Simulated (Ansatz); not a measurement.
# Au chain started as a zigzag: one chain at several levels of theory, part 3 of 4

Wanted: the relaxed geometry and the open channels of the Au chain started as a zigzag, by several methods.

Ansatz 0.2.0; DFT PBE, plane waves, PAW; relaxation of a chain's period (the session's first sound run).

So far, conductance of the lead as this run defines it (G₀): step 3 (the wire at its relaxed period, level PBE, cutoff 420 eV) 1.00; step 5 (PBEsol, another cell) 1.00.

### Step 7. Bands of the perfect wire, level r2SCAN, cutoff 500 eV

This step: DFT r2SCAN, plane waves, PAW; channels and complex bands of a perfect chain (Ansatz 0.2.0).

The channels are counted again under r2SCAN, at the period that it gave. Its window is narrower, to save time.

The input, input.yaml:

```yaml
crystal:
  lattice:
    - [9.0, 0.0, 0.0]
    - [0.0, 7.5, 0.0]
    - [0.0, 0.0, 4.6354258908]
  atoms:
    - { symbol: Au, position: [0.445622987, 0.5, 0.0] }
    - { symbol: Au, position: [0.554377013, 0.5, 0.5] }
kpoints:
  mp_grid: { grid: [1, 1, 18] }
  band_path: { path: ["Γ", Z], npoints: 60 }
scf:
  occupations: { method: fermi_dirac, width: 0.05 }
hamiltonian:
  xc: r2scan
output:
  transmission:
    e_range: [-0.7, 0.7]
    de: 0.035
    kmesh: [1, 1]
    reduced_basis: true
    leads: [[0, 0]]
  dos: { projected: true, e_range: [-6, 4] }
```

The run is started by

```
$ ansatz run input.yaml --threads 4 --pin off --max-ram 8192MiB --backend cpu --events-out ev --progress --plain --runs-dir out
```

Numbers of over 12 decimals in the logs are rounded to 6 here.

The program printed:

```text
[...]
Crystal: 2 atoms, lattice volume = 312.891 Å³
Basis set: ecut = 500 eV, 7947 PW (Γ), exchange–correlation on 288×240×144 points (64 copies of the dense FFT grid, shifted against one another)
Bands: 23, of which v1, the nominal top of the filled ones, is band 19 counted from 1 (18 counted from 0)
Symmetry: 8 space group operations
[...]
k-points: 10 of 18
[...]
k-point 9: bands = [... 15 lower, -4.5677, -4.2366, -4.2366, -3.0387, -3.0387, 2.2702, 2.2702, 3.3173]
--- Transmission ---
  basis      : 711 plane waves across, 7 finite elements along
  points     : 1, standing for a mesh of 1 x 1
[...]
crystal 0  : Au2, at the sites [0, 0], period 4.6354 Å: whole cells are its period
[...]
filled         : 0.3 meV under the level at which it is neutral
    channels       : 1.000000e0 a spin
[...]
[key lines of the parts left out:]
SCF converged after 7 iterations
Free energy (F): -26323.953889 eV
Fermi energy:    -3.038645 eV
```

It took 23 s on 4 threads of Arm Neoverse V2, shared host; peak memory 1.1 GiB; 82 s of CPU time.

The open channels of the lead, one spin stays at 1 for energy from -0.7 to 0.7 eV.

At the computed energy nearest the Fermi level there are 1 channel a spin, and the thermal average gives 1.00 G₀.

### Step 8. The relaxed wire

This step: DFT LDA, plane waves, PAW; relaxation of a chain's period (Ansatz 0.2.0).

The relaxation is repeated under another functional. LDA has no gradient terms and tends to overbind, so it marks the short end of the likely bond lengths.

The input, input.yaml:

```yaml
crystal:
  lattice:
    - [9.0, 0.0, 0.0]
    - [0.0, 7.5, 0.0]
    - [0.0, 0.0, 4.5630731599]
  atoms:
    - { symbol: Au, position: [0.432604749, 0.5, 0.0], spin: 0.5 }
    - { symbol: Au, position: [0.567395251, 0.5, 0.5], spin: 0.5 }
magnetization:
  spin_polarized: true
kpoints:
  mp_grid: { grid: [1, 1, 18] }
scf:
  occupations: { method: fermi_dirac, width: 0.05 }
hamiltonian:
  xc: lda
relax:
  cell: { fix: [a, b, alpha, beta, gamma] }
  max_steps: 60
```

The program printed:

```text
[...]
Crystal: 2 atoms, lattice volume = 308.007 Å³
Basis set: ecut = 420 eV, 5997 PW (Γ)
Bands: 24, of which v1, the nominal top of the filled ones, is band 19 counted from 1 (18 counted from 0)
Symmetry: 8 space group operations
[...]
k-points: 10 of 18
[...]
Starting moments: Σ|m| = 1 μB on 2 of 2 sites
[...]
0.000000      -0.074209       0.000000
        0.000000       0.000000      -0.036528
  P = ⅓ Tr σ = -0.0424 GPa (-0.424 kbar)
--- Relaxed structure (5 steps of the walk, 5 accepted, 1 SCFs on fresh bases) ---
[...]
cell:  # Å, volume = 308.1720 Å³
    - [9.0, 0.0, 0.0]
    - [0.0, 7.5, 0.0]
    - [0.0, 0.0, 4.565511]
  atoms:
    - { symbol: Au, position: [0.446997, 0.5, 0.0] }
    - { symbol: Au, position: [0.553003, 0.5, 0.5] }
[key lines of the parts left out:]
SCF converged after 6 iterations
Magnetization: 0.0000 μB (19.0000 up, 19.0000 down)
Free energy (F): -25725.969354 eV
Fermi energy:    -3.282625 eV
```

The job ended after 13 s (4 threads; peak memory 0.57 GiB; 46 s of CPU time).

Relaxation path:

```csv
step,energy less that of the first step (eV),largest force component (eV/Å),pressure (GPa),volume (Å³)
1,0.0000,1.0908,-0.84,308.01
2,-0.0804,0.9303,0.69,305.93
3,-0.1488,0.1771,-0.14,307.67
4,-0.1515,0.0174,-0.08,308.98
5,-0.1520,0.0079,-0.04,308.17
6*,-0.1520,0.0079,-0.04,308.17
```

Relaxation steps marked * repeat the geometry before them on a plane-wave basis chosen anew for their cell, so energy and pressure can jump there.

The run keeps the 8 symmetry operations that it works with, so distortions that break them were not tested.

```
cell as run  before  after  change
      c (Å)   4.563  4.566  +0.1 %
```

The atoms that moved most (Å, along periodic axes as changes of fractional coordinates times the final cell, across vacuum about the mean position):

```csv
atom,dx,dy,dz,length
Au1,0.130,0.000,0.000,0.130
Au2,-0.130,0.000,0.000,0.130
```

Final coordinates:

```xyz
2
Lattice="9.0000 0.0000 0.0000 0.0000 7.5000 0.0000 0.0000 0.0000 4.5655" Properties=species:S:1:pos:R:3
Au    4.0230    3.7500    0.0000
Au    4.9770    3.7500    2.2828
```

The cell's length comes to 4.566 Å, -2.6 % against the first run, with no moment.

The cell grew by 0.1 % in its periodic edges. From the first step to the last the energy fell by 0.152 eV, across changes of basis, and the largest move was 0.13 Å (Au1 and 1 other atom alike).

### Step 9. The perfect wire, level LDA, cutoff 420 eV

This step: DFT LDA, plane waves, PAW; channels and complex bands of a perfect chain (Ansatz 0.2.0).

The channels are counted again under LDA, at the period that it gave.

The input, input.yaml:

```yaml
crystal:
  lattice:
    - [9.0, 0.0, 0.0]
    - [0.0, 7.5, 0.0]
    - [0.0, 0.0, 4.5655111652]
  atoms:
    - { symbol: Au, position: [0.446997, 0.5, 0.0] }
    - { symbol: Au, position: [0.553003, 0.5, 0.5] }
kpoints:
  mp_grid: { grid: [1, 1, 18] }
  band_path: { path: ["Γ", Z], npoints: 60 }
scf:
  occupations: { method: fermi_dirac, width: 0.05 }
hamiltonian:
  xc: lda
output:
  transmission:
    e_range: [-2, 2]
    de: 0.035
    kmesh: [1, 1]
    reduced_basis: true
    leads: [[0, 0]]
  dos: { projected: true, e_range: [-6, 4] }
```

The program printed:

```text
[...]
Crystal: 2 atoms, lattice volume = 308.172 Å³
Basis set: ecut = 420 eV, 5997 PW (Γ)
Bands: 23, of which v1, the nominal top of the filled ones, is band 19 counted from 1 (18 counted from 0)
Symmetry: 8 space group operations
[...]
k-points: 10 of 18
[...]
k-point 9: bands = [... 15 lower, -4.5824, -4.3381, -4.3381, -3.2828, -3.2828, 1.8143, 1.8143, 2.8563]
--- Transmission ---
  basis      : 595 plane waves across, 6 finite elements along
  points     : 1, standing for a mesh of 1 x 1
[...]
crystal 0  : Au2, at the sites [0, 0], period 4.5655 Å: whole cells are its period
[...]
filled         : 0.4 meV under the level at which it is neutral
    channels       : 1.000000e0 a spin
[...]
[key lines of the parts left out:]
SCF converged after 6 iterations
Free energy (F): -25725.969354 eV
Fermi energy:    -3.282617 eV
```

Run time: 23 s. Hardware: 4 threads; peak memory 0.6 GiB.

Table of open channels of the lead, one spin by energy, zero at the Fermi level:

| energy (eV) | open channels of the lead, one spin |
| --- | --- |
| -2.000 | 3 |
| -1.790 | 2 |
| -1.615 | 2 |
| -1.405 | 3 |
| -1.195 | 3 |
| -0.985 | 4 |
| -0.810 | 2 |
| -0.600 | 1 |
| -0.390 | 1 |
| -0.215 | 1 |
| -0.005 | 1 |
| 0.205 | 1 |
| 0.415 | 1 |
| 0.590 | 1 |
| 0.800 | 1 |
| 1.010 | 1 |
| 1.185 | 1 |
| 1.395 | 1 |
| 1.605 | 1 |
| 1.815 | 1 |

At the computed energy nearest the Fermi level there are 1 channel a spin, and the thermal average gives 1.00 G₀.

### Step 10. The series together

Times are for 4 threads of Arm Neoverse V2, shared host. Results by setting:

```csv
no.,level,conductance of the lead as this run defines it (G₀),time,memory (GiB)
1,PBE,1.000,25 s,0.63
2,PBEsol,1.000,19 s,0.62
3,r2SCAN,1.000,23 s,1.1
4,LDA,1.000,23 s,0.6
```

### Step 11. Relaxing the period, cutoff 750 eV

This step: DFT PBE, plane waves, PAW (JTH); relaxation of a chain's period (Ansatz 0.2.0).

The same functional on other atomic datasets tests how far the result hangs on the treatment of the cores. Against the first PBE run of this kind, the cutoff is 750 eV against 420.

The input, input.yaml:

```yaml
crystal:
  lattice:
    - [9.0, 0.0, 0.0]
    - [0.0, 7.5, 0.0]
    - [0.0, 0.0, 4.5630731599]
  atoms:
    - { symbol: Au, position: [0.432604749, 0.5, 0.0], spin: 0.5 }
    - { symbol: Au, position: [0.567395251, 0.5, 0.5], spin: 0.5 }
magnetization:
  spin_polarized: true
kpoints:
  mp_grid: { grid: [1, 1, 18] }
scf:
  occupations: { method: fermi_dirac, width: 0.05 }
hamiltonian:
  xc: pbe
  pseudopotentials: { kind: paw, source: jth }
relax:
  cell: { fix: [a, b, alpha, beta, gamma] }
  max_steps: 60
```

The program printed:

```text
[...]
0.000000      -0.080877       0.000000
        0.000000       0.000000      -0.002856
  P = ⅓ Tr σ = -0.0317 GPa (-0.317 kbar)
--- Relaxed structure (4 steps of the walk, 4 accepted, 1 SCFs on fresh bases) ---
[...]
cell:  # Å, volume = 316.6084 Å³
    - [9.0, 0.0, 0.0]
    - [0.0, 7.5, 0.0]
    - [0.0, 0.0, 4.690495]
  atoms:
    - { symbol: Au, position: [0.443871, 0.5, 0.0] }
    - { symbol: Au, position: [0.556129, 0.5, 0.5] }
[key lines of the parts left out:]
SCF converged after 6 iterations
Magnetization: -0.0000 μB (11.0000 up, 11.0000 down)
Free energy (F): -21089.791000 eV
Fermi energy:    -3.569715 eV
```

Elapsed: 25 s, on 4 threads; peak memory 0.96 GiB.

The cell's length comes to 4.690 Å, +0.1 % against the first run, with no moment.

### Step 12. Relaxation of atoms and period

This step: DFT PBE, plane waves, PAW; relaxation of a chain's period (Ansatz 0.2.0).

No moment formed, so a run without spin should agree; this checks it and saves time.

input.yaml, the sections that differ from step 11:

```yaml
crystal:
  lattice:
    - [9.0, 0.0, 0.0]
    - [0.0, 7.5, 0.0]
    - [0.0, 0.0, 4.5630731599]
  atoms:
    - { symbol: Au, position: [0.432604749, 0.5, 0.0] }
    - { symbol: Au, position: [0.567395251, 0.5, 0.5] }
hamiltonian:
  xc: pbe
# kpoints, scf, relax: as in step 11
# magnetization: removed
```

The program printed:

```text
[...]
Crystal: 2 atoms, lattice volume = 308.007 Å³
Basis set: ecut = 420 eV, 5997 PW (Γ), exchange–correlation on 128×108×64 points (8 copies of the dense FFT grid, shifted against one another)
Bands: 23, of which v1, the nominal top of the filled ones, is band 19 counted from 1 (18 counted from 0)
Symmetry: 8 space group operations
[...]
k-points: 10 of 18
[...]
0.000000      -0.081255       0.000000
        0.000000       0.000000      -0.022212
  P = ⅓ Tr σ = -0.0381 GPa (-0.381 kbar)
--- Relaxed structure (4 steps of the walk, 4 accepted, 1 SCFs on fresh bases) ---
[...]
cell:  # Å, volume = 316.3109 Å³
    - [9.0, 0.0, 0.0]
    - [0.0, 7.5, 0.0]
    - [0.0, 0.0, 4.686087]
  atoms:
    - { symbol: Au, position: [0.444735, 0.500000, 0.0] }
    - { symbol: Au, position: [0.555265, 0.500000, 0.500000] }
[key lines of the parts left out:]
SCF converged after 6 iterations
Free energy (F): -26296.141825 eV
Fermi energy:    -3.065350 eV
```

Wall time 4.4 s (4 threads); peak memory 0.53 GiB.

The cell's length comes to 4.686 Å, -0.0 % against the first run, with spin left out.

### Step 13. Comparing the runs

Times are for 4 threads of Arm Neoverse V2, shared host. The runs compared:

| no. | level | cell length along the wire (Å) | time | memory (GiB) |
| --- | --- | --- | --- | --- |
| 1 | PBE | 4.686 | 12 s | 0.6 |
| 2 | PBEsol | 4.606 | 16 s | 0.6 |
| 3 | r2SCAN | 4.635 | 68 s | 1.3 |
| 4 | LDA | 4.566 | 13 s | 0.57 |
| 5 | PBE, JTH files | 4.690 | 25 s | 0.96 |
| 6 | PBE, no spin | 4.686 | 4.4 s | 0.53 |

### Step 14. Two-component spinors

This step: DFT PBE, plane waves, fully relativistic PAW; channels of a perfect chain with spin-orbit coupling (Ansatz 0.2.0).

Spin-orbit coupling mixes the spins and splits bands that cross or touch without it, so it can open or close channels. Fully relativistic datasets take the place of the scalar ones. The window is narrow, since spinor matrices are twice as large.

The input, input.yaml:

```yaml
crystal:
  lattice:
    - [9.0, 0.0, 0.0]
    - [0.0, 7.5, 0.0]
    - [0.0, 0.0, 4.6861181268]
  atoms:
    - { symbol: Au, position: [0.444736493, 0.5, 0.0] }
    - { symbol: Au, position: [0.555263507, 0.5, 0.5] }
kpoints:
  mp_grid: { grid: [1, 1, 18] }
  band_path: { path: ["Γ", Z], npoints: 60 }
scf:
  occupations: { method: fermi_dirac, width: 0.05 }
hamiltonian:
  xc: pbe
  pseudopotentials: { kind: paw_fr }
output:
  transmission:
    e_range: [-0.42, 0.42]
    de: 0.035
    kmesh: [1, 1]
    reduced_basis: false
    leads: [[0, 0]]
magnetization:
  noncollinear: true
  spin_orbit: true
```

The program printed:

```text
[...]
non-collinear run that drives no moment, with spin-orbit: no starting moment large enough to seed its density (crystal.atoms[].spin), no starting occupations that ask for one, no magnetisation constraint and no magnetic field, so the semilocal B_xc is pinned to zero
Crystal: 2 atoms, lattice volume = 316.313 Å³
Basis set: ecut = 420 eV, 6177 PW (Γ)
Bands: 46, of which v1, the nominal top of the filled ones, is band 38 counted from 1 (37 counted from 0)
Symmetry: 8 space group operations + 8 with time reversal
[...]
k-points: 10 of 18
Projection manifold: j_resolved (fully-relativistic pseudo-atomic orbitals)
[...]
SCF iter   1: F=—  HF=-26371.301377 eV  |F-HF|=—  |Δ(HF+E_count)|=         —  Δρ=1.98e-2  dr2=1.22e0  dr2_m=0.00e0 (ungated)  ethr=3.10e-3  |M|=0.00e0 ∫|m|=0.00e0 μB  |m|>n=0.0e0 m-floor=0.0e0 τ_xc=0.0e0  β_m=1.00  ⟨swp⟩=11.4  Hψ=1235  notcnv=0
[...]
spin=Noncollinear: LDOS preconditioning applied to the charge; magnetization (m_x, m_y, m_z) channels mix plain (no charge-response kernel on spin).
SCF iter   2: F=—  HF=-26371.274563 eV  |F-HF|=—  |Δ(HF+E_count)|=   2.68e-2  Δρ=1.81e-2  dr2=1.09e0  dr2_m=0.00e0 (ungated)  ethr=3.10e-3  |M|=0.00e0 ∫|m|=0.00e0 μB  |m|>n=0.0e0 m-floor=0.0e0 τ_xc=0.0e0  β_m=0.77  ⟨swp⟩=3.0  Hψ=600  notcnv=0  defer=26
[...]
SCF iter   8: F=-26370.956535 eV  HF=-26370.956535 eV  |F-HF|=1.92e-9  |Δ(HF+E_count)|=   7.98e-8  Δρ=8.36e-7  dr2=1.94e-9  dr2_m=0.00e0 (ungated)  ethr=2.63e-10  |M|=0.00e0 ∫|m|=0.00e0 μB  |m|>n=0.0e0 m-floor=0.0e0 τ_xc=0.0e0  ⟨swp⟩=9.7  Hψ=745  notcnv=0
SCF 1 converged in 8 iterations: F = -26370.956535 eV  dr2 = 1.94e-9
[...]
transmission: 6 of 6 steps passed
SCF converged after 8 iterations
Magnetization: |M| = 0.0000 μB,  M = (+0.0000, +0.0000, +0.0000) μB
Absolute magnetization: 0.0000 μB (∫|m|)
  site 0: m = (+0.0000, +0.0000, +0.0000) μB, |m| = 0.0000 μB  (R = 1.05 Å)
  site 1: m = (+0.0000, +0.0000, +0.0000) μB, |m| = 0.0000 μB  (R = 1.05 Å)
Free energy (F): -26370.956535 eV
[...]
Internal energy: -26370.948623 eV  (E = F + TS)
E sigma→0 (E₀):  -26370.952579 eV
Entropy (-TS):   -0.007912 eV (-3.956 meV/atom)
Fermi energy:    -3.028197 eV
[...]
--- Band table (eV; the first three rows and the last of 10) ---
  k-point 0: bands = [... 34 lower, -3.9213, -3.9213, -3.5717, -3.5717, -0.7005, -0.7005, 0.6814, 0.6814, ... 4 higher]
  k-point 1: bands = [... 34 lower, -3.9287, -3.9287, -3.5784, -3.5784, -0.6851, -0.6851, 0.7155, 0.7155, ... 4 higher]
  k-point 2: bands = [... 34 lower, -3.9476, -3.9476, -3.5977, -3.5977, -0.6482, -0.6482, 0.8109, 0.8109, ... 4 higher]
  k-point 9: bands = [... 34 lower, -3.9022, -3.9022, -3.0286, -3.0286, -3.0286, -3.0286, 1.8032, 1.8032, ... 4 higher]
--- Transmission ---
  basis      : 595 plane waves across, 6 finite elements along
  points     : 1, standing for a mesh of 1 x 1
[...]
crystal 0  : Au2, at the sites [0, 0], period 4.6861 Å: whole cells are its period
[...]
filled         : 0.4 meV under the level at which it is neutral
    channels       : 2.000000e0 of both spins
[...]
```

Elapsed: 9.1 min, on 4 threads; peak memory 5.5 GiB; 32 min of CPU time.

This step gave:

* energy at zero smearing: -26370.9526 eV
* channels at the energy nearest the Fermi level, both spins: 2

The open channels of the lead, both spins stays at 2 for energy from -0.42 to 0.42 eV.

[end of part 3 of 4]

[Logs are printed without paths, hosts, clocks, repeated set-up lines and the standing remarks that a program may print on its own settings, such as how far it seeks lower states.]

[Hosts, paths, dates, database ids (printed as entryN), source tags and the programs' standing remarks are cut or masked in the printed files.]
